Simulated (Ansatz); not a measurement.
# Lattice dynamics of WS2 monolayer (2H), part 2 of 3

Wanted: phonon frequencies of WS2 monolayer (2H) and what follows from them.

Ansatz 0.2.0; DFT PBEsol, scalar-relativistic, plane waves, PAW; PAW set soft_1.

So far: Set-up; Bringing the structure to rest.

### Step 3. Tight relaxation

Phonons need a cell at rest on their own settings, so the relaxation is repeated with tight tolerances on forces and stress, using the mesh and the filling of the phonon run that follows.

input.yaml reads:

```yaml
crystal:
  lattice:
    - [3.1459702862, 0.0, 0.0]
    - [-1.5729851431, 2.7244901874, 0.0]
    - [0.0, 0.0, 30.0]
  atoms:
    - { symbol: W, position: [0.3333333333, 0.6666666667, 0.3333333333] }
    - { symbol: S, position: [0.6666666667, 0.3333333333, 0.3855624293] }
    - { symbol: S, position: [0.6666666667, 0.3333333333, 0.2811042374] }
  periodic: [true, true, false]
kpoints:
  mp_grid: { grid: [12, 12, 1] }
hamiltonian:
  xc: pbesol
  pseudopotentials: { kind: paw, azcp: { folder: soft_1 }, xc_functional: pbe }
scf:
  occupations: { method: fixed }
output:
  forces: true
  stress: true
  eigenvalues: true
  write_density: true
  write_potential: true
  elf: true
  volumetric_format: npy
relax:
  adjacent_minimum: "off"
  f_tol: 0.001
  max_steps: 60
  cell: { stress_2d_tol: 0.002 }
```

Launch:

```bash
$ ansatz run input.yaml --threads 4 --pin off --max-ram 16384MiB --backend cpu --events-out ev --progress --plain --runs-dir out
```

Numbers of over 12 decimals in the logs are rounded to 6 here.

The program printed:

```text
[...]
Crystal: 3 atoms, lattice volume = 257.135 Å³
Basis set: ecut = 420 eV, 4961 PW (Γ), exchange–correlation on 48×48×432 points (8 copies of the dense FFT grid, shifted against one another)
Bands: 17, of which v1, the nominal top of the filled ones, is band 13 counted from 1 (12 counted from 0)
Symmetry: 12 space group operations
[...]
--- Relaxed structure (3 steps of the walk, 3 accepted, 1 SCFs on fresh bases) ---
[...]
cell:  # Å, volume = 257.1148 Å³
    - [3.145847, 0.0, 0.0]
    - [-1.572923, 2.724383, 0.0]
    - [0.0, 0.0, 30.0]
  atoms:
    - { symbol: W, position: [0.333333, 0.666667, 0.333333] }
    - { symbol: S, position: [0.666667, 0.333333, 0.385562] }
    - { symbol: S, position: [0.666667, 0.333333, 0.281105] }
[key lines of the parts left out:]
SCF converged after 11 iterations
Free energy (F): -12030.069990 eV
Fermi energy:    -5.738568 eV
P = ½ c Tr σ = 0.0000 N/m
```

The job ended after 13 s (4 threads of Arm Neoverse V1, shared host; peak memory 0.53 GiB; 50 s of CPU time).

Little changed from the start: no atom moved by 0.005 Å and no cell edge by 0.1 %.

ELF in the ac plane at fractional y = 0.333, with atoms of S within 0.2 Å of it. It is the smooth field of the valence electrons, not physical close to the nuclei.

Ten even steps from '_' (0.00) to '@' (0.84), each cell a mean:
```
________________________________
________________________________
________________________________
________________________________
________________________________
________________________________
________________________________
________________________________
________________________________
________________________________
________________________________
________________________________
__________________........______
--________::==**%%@@@@@@@@%%##++
%%==....--##@@@@%%**====++%%@@@@
----::::----==++**++++++++**++==
==--::::--==++**##**++++++**##**
##==....--**@@@@@@##++++**%%@@@@
::________..--++####%%%%%%##**==
________________________________
________________________________
________________________________
________________________________
________________________________
```
Columns run along a (3.1 Å), rows up along c (30.0 Å). Atoms in or near the plane, at fractional coordinates: S at (0.67, 0.39), S at (0.67, 0.28).

Electrostatic potential energy in the ac plane at fractional y = 0.333, with atoms of S within 0.2 Å of it. With pseudopotentials it is smooth inside the atoms' cores, unlike the true potential.

Values in eV, 24 rows by 16 columns, each cell a mean:
```
  0   0   0   0   0   0   0   0   0   0   0   0   0   0   0   0
  0   0   0   0   0   0   0   0   0   0   0   0   0   0   0   0
  0   0   0   0   0   0   0   0   0   0   0   0   0   0   0   0
  0   0   0   0   0   0   0   0   0   0   0   0   0   0   0   0
  0   0   0   0   0   0   0   0   0   0   0   0   0   0   0   0
  0   0   0   0   0   0   0   0   0   0   0   0   0   0   0   0
  0   0   0   0   0   0   0   0   0   0   0   0   0   0   0   0
  0   0   0   0   0   0   0   0   0   0   0   0   0   0   0   0
  0   0   0   0   0   0   0   0   0   0   0   0   0   0   0   0
  0   0   0   0   0   0   0   0   0   0   0   0   0   0   0   0
  0   0   0   0   0   0   0   0   0   0   0   0   0   0   0   0
  0   0   0   0   0   0   0   0   0   0   0   0   0   0   0   0
  0   0   0   0   0   0   0   0   0   0   0   0   0   0   0   0
 -1  -1   0   0  -1  -1  -1  -1  -2  -3  -3  -4  -3  -2  -2  -1
 -7  -4  -3  -3  -3  -6 -11 -23 -32 -34 -35 -35 -34 -32 -28 -14
-12 -15 -17 -18 -16 -14 -11 -11 -13 -15 -16 -16 -16 -14 -11 -11
-11 -12 -14 -14 -13 -12 -11 -14 -18 -20 -21 -21 -21 -19 -15 -11
 -6  -3  -2  -2  -3  -5  -9 -20 -27 -30 -31 -31 -30 -28 -23 -12
  0   0   0   0   0   0  -1  -1  -1  -1  -1  -1  -1  -1  -1  -1
  0   0   0   0   0   0   0   0   0   0   0   0   0   0   0   0
  0   0   0   0   0   0   0   0   0   0   0   0   0   0   0   0
  0   0   0   0   0   0   0   0   0   0   0   0   0   0   0   0
  0   0   0   0   0   0   0   0   0   0   0   0   0   0   0   0
  0   0   0   0   0   0   0   0   0   0   0   0   0   0   0   0
```
Columns run along a (3.1 Å; values clipped at the 3rd and 97th percentile), rows up along c (30.0 Å). Atoms in or near the plane, at fractional coordinates: S at (0.67, 0.39), S at (0.67, 0.28).

Valence density in the ac plane at fractional y = 0.333, with atoms of S within 0.2 Å of it. It is the smooth field of the valence electrons, not physical close to the nuclei.

Ten even steps from '_' (0.0 e/Å³) to '@' (1.0 e/Å³), each cell a mean:
```
________________________________
________________________________
________________________________
________________________________
________________________________
________________________________
________________________________
________________________________
________________________________
________________________________
________________________________
________________________________
________________________________
________________............____
--::......::++##@@@@####%%@@%%++
====++++++====++++********++++==
============++**####****####**++
::........::==**%%%%####%%%%##++
________________________________
________________________________
________________________________
________________________________
________________________________
________________________________
```
Columns run along a (3.1 Å), rows up along c (30.0 Å). Atoms in or near the plane, at fractional coordinates: S at (0.67, 0.39), S at (0.67, 0.28).

The largest force component left is 0.059 meV/Å, within the tolerances set.

### Step 4. Zone-centre response

The zone centre comes first: it holds the modes that light can see, as far as symmetry allows. The response to a homogeneous field gives the Born charges and the dielectric tensor, and its change with displacement the Raman tensors.

input.yaml, the sections that differ from step 3:

```yaml
crystal:
  lattice:
    - [3.1458467139, 0.0, 0.0]
    - [-1.572923357, 2.7243831707, 0.0]
    - [0.0, 0.0, 30.0]
  atoms:
    - { symbol: W, position: [0.3333333333, 0.6666666667, 0.3333333333] }
    - { symbol: S, position: [0.6666666667, 0.3333333333, 0.3855621554] }
    - { symbol: S, position: [0.6666666667, 0.3333333333, 0.2811045113] }
  periodic: [true, true, false]
output:
  eigenvalues: true
phonons:
  method: dfpt
  dielectric: true
  raman: true
# kpoints, hamiltonian, scf: as in step 3
# relax: removed
```

The program printed:

```text
Warning: phonons.dielectric: true without phonons.rigid_motions: the static dielectric tensor ε⁰ will be withheld (ε∞, Z* and the rows of modes are given); for a crystal or a slab, whose only rigid motions are the translations, set phonons.rigid_motions: translations
[...]
Crystal: 3 atoms, lattice volume = 257.115 Å³
Basis set: ecut = 420 eV, 4961 PW (Γ), exchange–correlation on 48×48×432 points (8 copies of the dense FFT grid, shifted against one another)
Bands: 17, of which v1, the nominal top of the filled ones, is band 13 counted from 1 (12 counted from 0)
Symmetry: 12 space group operations
k-points: 43 of 144 (irreducible under 2 space group operations, time reversal used)
[...]
SCF iter   1: F=—  HF=-12030.505338 eV  |F-HF|=—  |Δ(HF+E_count)|=         —  Δρ=2.05e-2  dr2=1.27e0  ethr=3.10e-3  ⟨swp⟩=7.6  Hψ=5333  notcnv=0  defer=68
[...]
SCF iter  10: F=-12030.069990 eV  HF=-12030.069990 eV  |F-HF|=7.28e-12  |Δ(HF+E_count)|=  1.95e-10  Δρ=5.63e-8  dr2=6.53e-12  ethr=1.00e-12  ⟨swp⟩=23.3  Hψ=9682  notcnv=0
SCF 1 converged in 10 iterations: F = -12030.069990 eV  dr2 = 6.53e-12
[...]
DFPT response loops at Γ: preconditioner auto → none (the input reference at scf.mixing.eps_inf says where Resta's filter doesn't serve); β = 0.50; Broyden in place of MSR1
── the response to a field inside a basis, on 18×18×2 k-points: an SCF that follows is theirs, and a resumed run solves both again ──
Bands: 14, of which v1, the nominal top of the filled ones, is band 13 counted from 1 (12 counted from 0)
k-points: 90
[...]
Eigensolver: Dense (90 Hₖ)
SCF iter   1: F=—  HF=-12030.064810 eV  |F-HF|=—  |Δ(HF+E_count)|=         —  Δρ=7.45e-5  dr2=2.93e-6  ethr=1.00e-1
[...]
SCF iter   6: F=-12030.064812 eV  HF=-12030.064812 eV  |F-HF|=3.64e-12  |Δ(HF+E_count)|=  1.16e-10  Δρ=5.29e-8  dr2=4.31e-12  ethr=1.28e-12
SCF 1 converged in 6 iterations: F = -12030.064812 eV  dr2 = 4.31e-12
[...]
SCF converged after 10 iterations
Free energy (F): -12030.069990 eV
[...]
Internal energy: -12030.069990 eV  (E = F + TS)
E sigma→0 (E₀):  -12030.069990 eV
Fermi energy:    -5.738570 eV
[...]
--- Band table (eV; the first three rows and the last of 43) ---
  k-point 0: bands = [... 9 lower, -7.9207, -7.3086, -7.3086, -5.8639, -2.7482, -2.7482, -2.5709, -2.5709]
  k-point 1: bands = [... 9 lower, -8.3144, -7.4980, -7.1240, -5.9129, -2.8838, -2.8591, -2.6816, -2.5243]
  k-point 2: bands = [... 9 lower, -8.1450, -7.9376, -7.1265, -6.1594, -3.3429, -2.9193, -2.8542, -2.0140]
  k-point 42: bands = [... 9 lower, -9.3551, -9.1162, -7.6562, -6.3483, -3.2456, -2.3021, -2.2781, -0.4687]
--- Phonons (Γ-DFPT): 4 representative perturbations + reference, on 43 of 144 k-points (Σ response iterations 19) ---
  k mesh reduced under 2 symmetry operations, with k and −k counted as one. Each operation leaves every solved perturbation unchanged. A smaller set is not considered because the run solves the response to a homogeneous field
  ASR residual: 6.224e-5 → 0.000e0 eV/Å²; symmetrization residual: 1.749e-5 eV/Å²
  ASR residual per site (eV/Å²): 6.22e-5 4.09e-5 4.09e-5
  Γ frequencies (cm⁻¹): 0.00 0.00 0.00 295.32 295.32 355.58 355.58 416.22 437.89
  ε∞ (high-frequency dielectric tensor):
        3.583707     0.000000     0.000000
        0.000000     3.583707     0.000000
        0.000000     0.000000     1.170098
  α∞ (the layer's polarisability for a field applied outside it; Å, Gaussian; ε∞ is over the cell's 30.000 Å):
        6.168146     0.000000     0.000000
        0.000000     6.168146     0.000000
        0.000000     0.000000     0.406078
  ε⁰ (static dielectric tensor): not given — the deck does not say what the cell's rigid motions are, and on a molecule in a box or a wire the rigid rotations would enter the sum over the modes at Γ. For a crystal or a slab, whose only rigid motions are the translations, set phonons.rigid_motions: translations.
  Born effective charges Z* (e; rows j = field, columns β = displacement):
    site 0:
        -0.63809   -0.00000    0.00000
        -0.00000   -0.63809    0.00000
         0.00000    0.00000   -0.06029
    site 1:
         0.31904    0.00000    0.00000
         0.00000    0.31904   -0.00000
        -0.00000   -0.00000    0.03015
    site 2:
         0.31904    0.00000   -0.00000
         0.00000    0.31904    0.00000
         0.00000    0.00000    0.03015
  Z* charge neutrality: 1.132e-3 e pre-enforcement
  solved inside a basis spanned on kpoints, on 18×18×2 k-points transformed towards the longest dipole: ε∞ is read to err by 1.1e-2, Z* by 1.5e-2 e (field_mesh: kpoints solves on kpoints); Z* is corrected for what the basis lacks
  Raman tensors (in the event stream and the table raman_tensors.tsv): an entry may err by 2.7e-2 Å², one of the second-order susceptibility by 6.9e-3 pm/V (basis, points and sum rule); their sum over the sites missed zero by 3.487e-4 Å² ahead of its enforcement
  optical modes at Γ without the LO–TO term, one row a degenerate level:
      ω (cm⁻¹)  modes    IR ((D/Å)²/amu)  static Raman (Å⁴/amu)  depolarisation
        295.32      2             0.0000                 0.0118           0.750
        355.58      2             0.3952               275.8757           0.750
        416.22      1             0.0000                57.5577           0.093
        437.89      1             0.0018                 0.0000               —
```

Elapsed: 4.6 min, on 4 threads; peak memory 2 GiB.

Numbers from this step:

```
sum-rule residual before enforcement                    : 6.22e-5 eV/Å²
miss of the charge sum rule                             : 0.001132 e
estimated error of the dielectric tensor                : 0.01147
estimated error of the Born charges                     : 0.01546 e
point group                                             : -6m2
highest optical mode at the zone centre (no LO-TO term) : 437.9 cm⁻¹
lowest optical zone-centre mode                         : 295.3 cm⁻¹
largest Born charge (third of the trace)                : -0.4455 e
```

Without the LO-TO term. Patterns of degenerate modes are one choice out of their space. Modes at Γ, with each element's share of the kinetic energy:

| mode | frequency (cm⁻¹) | symmetry | W % | S % |
| --- | --- | --- | --- | --- |
| 1 | 0.0 | acoustic | 74 | 26 |
| 2 | 0.0 | acoustic | 74 | 26 |
| 3 | 0.0 | acoustic | 74 | 26 |
| 4 | 295.3 | E'' | 0 | 100 |
| 5 | 295.3 | E'' | 0 | 100 |
| 6 | 355.6 | E' | 26 | 74 |
| 7 | 355.6 | E' | 26 | 74 |
| 8 | 416.2 | A1' | 0 | 100 |
| 9 | 437.9 | A2'' | 26 | 74 |

Displacements in mode 4 (295.3 cm⁻¹), the largest set to 1:
```
W1   0.00  0.00  0.00
S2  -0.17  1.00  0.00
S3   0.17 -1.00  0.00
```

Displacements in mode 9 (437.9 cm⁻¹), the largest set to 1:
```
W1   0.00  0.00 -0.35
S2   0.00  0.00  1.00
S3   0.00  0.00  1.00
```

High-frequency dielectric tensor, averaged over the cell of height 30.0 Å or as lengthened by the program, vacuum included. Tensor:

|  | x | y | z |
| --- | --- | --- | --- |
| x | 3.584 | 0 | 0 |
| y | 0 | 3.584 | 0 |
| z | 0 | 0 | 1.17 |

Born charge (rows field, columns displacement) (e), principal values of the symmetric part by kind of site:

| atom | atoms with these values | low | middle | high | mean |
| --- | --- | --- | --- | --- | --- |
| W1 | 1 | -0.6381 | -0.6381 | -0.0603 | -0.4455 |
| S2 | 2 | 0.0301 | 0.3190 | 0.3190 | 0.2227 |

In full for W1:

```
-0.6381  0.0000  0.0000
 0.0000 -0.6381  0.0000
 0.0000  0.0000 -0.0603
```

Transverse modes. Lines of the infrared spectrum (strongest = 100):

| position (cm⁻¹) | label | relative intensity |
| --- | --- | --- |
| 295 | E'' | 0.0 |
| 356 | E' | 100 |
| 416 | A1' | 0.0 |
| 438 | A2'' | 0.5 |

Activity x (w_L - w)^4 (n + 1)/w, 532 nm, 300 K; the tensors are static ones, while 532 nm light lies above the computed direct gap, where resonance would change the heights. Raman lines, with heights relative to the strongest:

| position (cm⁻¹) | label | relative intensity |
| --- | --- | --- |
| 295 | E'' | 0.0 |
| 356 | E' | 100 |
| 416 | A1' | 17 |
| 438 | A2'' | 0.0 |

Before it was imposed, the acoustic sum rule was missed by 6.2e-5 eV/Å² and the charge sum rule by 0.0011 e. Small misses are needed for a sound result but don't prove that mesh and cutoff are converged. The lowest optical mode is real, 295 cm⁻¹.

[end of part 2 of 3]

[Logs are printed without paths, hosts, clocks, repeated set-up lines and the standing remarks that a program may print on its own settings, such as how far it seeks lower states.]

[Hosts, paths, dates, database ids (printed as entryN), source tags and the programs' standing remarks are cut or masked in the printed files.]
